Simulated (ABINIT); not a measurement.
# SrCl2 (Fm-3m): G0W0 in ABINIT against the screening cutoff in the self-energy

Wanted: the cheapest screening cutoff in the self-energy that holds the gap of SrCl2 (Fm-3m).

Calculated with ABINIT 10.8.3; PBE and many-body steps on it, plane waves.

Most raw output is cut from this account.

## (1) The starting structure

Symmetry: Fm-3m, No. 225, cubic system. Conventional cell: a = 6.977 Å, b = 6.977 Å, c = 6.977 Å, α = 90.00°, β = 90.00°, γ = 90.00°. Nearest to Sr lie 8 Cl at 3.02 Å. Nearest to Cl lie 4 Sr at 3.02 Å. Farther neighbours and most contacts between anions are not listed.

Coordinates:

```cif
data_structure
_symmetry_space_group_name_H-M 'Fm-3m'
_symmetry_Int_Tables_number 225
_cell_length_a 6.9767
_cell_length_b 6.9767
_cell_length_c 6.9767
_cell_angle_alpha 90.000
_cell_angle_beta 90.000
_cell_angle_gamma 90.000
_cell_volume 339.59
loop_
_atom_site_label
_atom_site_type_symbol
_atom_site_symmetry_multiplicity
_atom_site_Wyckoff_symbol
_atom_site_fract_x
_atom_site_fract_y
_atom_site_fract_z
_atom_site_occupancy
Sr1 Sr 4 a 0.00000 0.00000 0.00000 1
Cl1 Cl 8 c 0.25000 0.75000 0.75000 1
```

The cell and positions come from the Crystallography Open Database and are kept as given unless a step says otherwise.

## (2) Screening, 2×2×2 mesh, 149 bands, screening to 176.9 eV

This step: ABINIT 10.8.3; RPA screening on PBE, plane waves, norm-conserving pseudopotentials.

The RPA dielectric matrix is built and inverted for each q.

The input, run.abi:

```
acell 3*1.0 Angstrom
rprim 
  -0.000000000000 3.488350000000 3.488350000000
  3.488350000000 -0.000000000000 3.488350000000
  3.488350000000 3.488350000000 -0.000000000000
ntypat 2
znucl 38 17
natom 3
typat 1 2 2
xred 
  0.000000000000 0.000000000000 0.000000000000
  0.250000000000 0.250000000000 0.250000000000
  0.750000000000 0.750000000000 0.750000000000
pp_dirpath "pseudos"
pseudos "Sr.upf, Cl.upf"
ecut 28
ngkpt 2 2 2
nshiftk 1
shiftk 0 0 0
kptopt 1
chksymbreak 0
istwfk *1
occopt 1
irdwfk 1
optdriver 3
nband 149
ecuteps 6.5
inclvkb 2
awtr 1
symchi 1
indata_prefix "in"
outdata_prefix "out"
tmpdata_prefix "tmp"
```

The run is started by

```bash
$ OMP_NUM_THREADS=1 mpirun -n 4 abinit run.abi > log
```

Elapsed: 10 s, on 4 MPI ranks of Arm Neoverse V1, shared host; peak memory 0.83 GiB; 40 s of CPU time.

Numbers from this step:

```
ε∞ with local fields, on this mesh, along the program's q direction : 2.897
the same without local fields                                       : 3.405
plasma frequency                                                    : 19.74 eV
plane waves in the screening matrix                                 : 459
```

Local fields lower ε∞ by 15 %. On a Γ-centred mesh this coarse the value itself is usually too large, while a short band sum pulls it down.

## (3) 0.7 Ha

This step: G0W0 on PBE, plane waves, norm-conserving pseudopotentials.

Changes to run.abi since step 2:

```diff
@@ -24,8 +24,17 @@
 irdwfk 1
-optdriver 3
+optdriver 4
 nband 149
-ecuteps 6.5
-inclvkb 2
-awtr 1
-symchi 1
+gwcalctyp 0
+ecutsigx 28
+symsigma 1
+nkptgw 2
+kptgw 
+  0.5000000000 0.5000000000 0.0000000000
+  0.0000000000 0.0000000000 0.0000000000
+bdgw 
+  10 14
+  10 15
+ecuteps 0.7
+irdscr 1
+ppmodel 1
 indata_prefix "in"
```

Wall time 3 s (4 MPI ranks); peak memory 0.16 GiB; 12 s of CPU time.

Numbers from this step:

| Item | Value |
| --- | --- |
| G0W0 gap on the points computed | 7.424 eV |
| starting gap on the mesh | 5.343 eV |
| k of the valence top | 0.5, 0.5, 0 |
| k of the conduction bottom | 0, 0, 0 |
| Z at the valence top | 0.859 |
| Z at the conduction bottom | 0.872 |
| least direct G0W0 gap on the computed points | 7.831 eV |

## (4) 1.3 Ha

Changes to run.abi since step 3:

```diff
@@ -36,3 +36,3 @@
   10 15
-ecuteps 0.7
+ecuteps 1.3
 irdscr 1
```

The job ended after 3.3 s (4 MPI ranks; peak memory 0.52 GiB).

This step gave:

```yaml
g0w0_gap_on_the_points_computed: 7.129 eV
starting_gap_on_the_mesh: 5.343 eV
k_of_the_valence_top: 0.5, 0.5, 0
k_of_the_conduction_bottom: 0, 0, 0
z_at_the_valence_top: 0.829
z_at_the_conduction_bottom: 0.866
least_direct_g0w0_gap_on_the_computed_points: 7.53 eV
```

## (5) 2.3 Ha

The self-energy is evaluated for the states that the input lists, and the levels follow from it, in one-shot runs by the linearised quasiparticle equation.

Changes to run.abi since step 4:

```diff
@@ -36,3 +36,3 @@
   10 15
-ecuteps 1.3
+ecuteps 2.3
 irdscr 1
```

Run time: 4.1 s. Hardware: 4 MPI ranks; peak memory 0.58 GiB.

Numbers from this step:

```yaml
g0w0_gap_on_the_points_computed: 7.215 eV
starting_gap_on_the_mesh: 5.343 eV
k_of_the_valence_top: 0.5, 0.5, 0
k_of_the_conduction_bottom: 0, 0, 0
least_direct_g0w0_gap_on_the_computed_points: 7.617 eV
```

The gap on the mesh goes from 5.34 eV to 7.21 eV, a correction of +1.87 eV.

## (6) 3.2 Ha

Changes to run.abi since step 5:

```diff
@@ -36,3 +36,3 @@
   10 15
-ecuteps 2.3
+ecuteps 3.2
 irdscr 1
```

Elapsed: 5.1 s, on 4 MPI ranks; peak memory 0.58 GiB.

Numbers from this step:

| Item | Value |
| --- | --- |
| G0W0 gap on the points computed | 7.308 eV |
| starting gap on the mesh | 5.343 eV |
| k of the valence top | 0.5, 0.5, 0 |
| k of the conduction bottom | 0, 0, 0 |
| least direct G0W0 gap on the computed points | 7.705 eV |

Against the run before, the gap moves by +0.093 eV.

## (7) 4.9 Ha

Changes to run.abi since step 6:

```diff
@@ -36,3 +36,3 @@
   10 15
-ecuteps 3.2
+ecuteps 4.9
 irdscr 1
```

It took 9.3 s on 4 MPI ranks; peak memory 0.71 GiB.

Numbers from this step:

* G0W0 gap on the points computed: 7.359 eV
* starting gap on the mesh: 5.343 eV
* k of the valence top: 0.5, 0.5, 0
* k of the conduction bottom: 0, 0, 0
* least direct G0W0 gap on the computed points: 7.751 eV

Against the run before, the gap moves by +0.051 eV.

## (8) 6.5 Ha

Changes to run.abi since step 7:

```diff
@@ -36,3 +36,3 @@
   10 15
-ecuteps 4.9
+ecuteps 6.5
 irdscr 1
```

Wall time 17 s (4 MPI ranks); peak memory 0.93 GiB.

Numbers from this step:

```yaml
g0w0_gap_on_the_points_computed: 7.364 eV
starting_gap_on_the_mesh: 5.343 eV
k_of_the_valence_top: 0.5, 0.5, 0
k_of_the_conduction_bottom: 0, 0, 0
least_direct_g0w0_gap_on_the_computed_points: 7.755 eV
```

Against the run before, the gap moves by +0.005 eV.

## (9) The runs together

Times are wall times on 4 MPI ranks of Arm Neoverse V1, shared host, good to a factor of about two. A run's time includes the screening step that it read.

| run | mesh | bands | screening cutoff (eV) | DFT gap (eV) | gap on the mesh (eV) | direct (eV) | ε∞ used | time |
| --- | --- | --- | --- | --- | --- | --- | --- | --- |
| 0.7 Ha | 2×2×2 | 149 | 19 | 5.343 | 7.424 | 7.831 | 2.90 | 13 s |
| 1.3 Ha | 2×2×2 | 149 | 35.4 | 5.343 | 7.129 | 7.530 | 2.90 | 13 s |
| 2.3 Ha | 2×2×2 | 149 | 62.6 | 5.343 | 7.215 | 7.617 | 2.90 | 14 s |
| 3.2 Ha | 2×2×2 | 149 | 87.1 | 5.343 | 7.308 | 7.705 | 2.90 | 15 s |
| 4.9 Ha | 2×2×2 | 149 | 133.3 | 5.343 | 7.359 | 7.751 | 2.90 | 19 s |
| 6.5 Ha | 2×2×2 | 149 | 176.9 | 5.343 | 7.364 | 7.755 | 2.90 | 28 s |

## (10) Summary of results

```json
{
 "0.7 Ha": "7.424 eV",
 "1.3 Ha": "7.129 eV",
 "2.3 Ha": "7.215 eV",
 "3.2 Ha": "7.308 eV",
 "4.9 Ha": "7.359 eV",
 "6.5 Ha": "7.364 eV",
 "known limits": "not at the basis limit; no spin-orbit coupling; coarse k mesh"
}
```

In words: The setting moved: screening cutoff in the self-energy. From 0.7 Ha to 6.5 Ha the gap moves by −0.06 eV, for 2.1 times the time, not steadily: it passes through 7.13 eV. It holds to 0.03 eV from 4.9 Ha on. Bands and screening cutoff are coupled, so a series along one setting does not show full convergence. Bands and cutoff are finite, so the gap is not at the basis limit. The miss can reach some tenths of an eV and take either sign; the mesh is an error of its own. In the first G0W0 run levels were corrected at 2 k points alone, so a gap called «on the mesh» is the least over those, and an edge elsewhere would be missed. The 2×2×2 mesh is coarse for this cell, which bears on the long-range parts of exchange and screening. The many-body steps are scalar-relativistic: spin-orbit coupling is not in them.

[Paths, hosts, dates, memory and timing lines, banners, echoed tables and standing remarks are left out of the program output.]

[Logs are printed without paths, hosts, clocks, repeated set-up lines and the standing remarks that a program may print on its own settings, such as how far it seeks lower states.]

[Runs of the session that timed out or met a known fault of the program may be left out.]

[No measured gap is set beside runs whose start may be inverted or whose files or cutoffs have a known fault.]

[Hosts, paths, dates, database ids (printed as entryN), source tags and the programs' standing remarks are cut or masked in the printed files.]

[G0W0 gaps are taken among the corrected bands and points alone; a level outside them can change the order at an edge.]

[Where Ansatz stands beside ABINIT at settings called matched, ABINIT's density can come from a denser mesh and the files from another edition; pairs whose starting gaps differed by over 0.03 eV were left out, so agreement reads better than it is.]
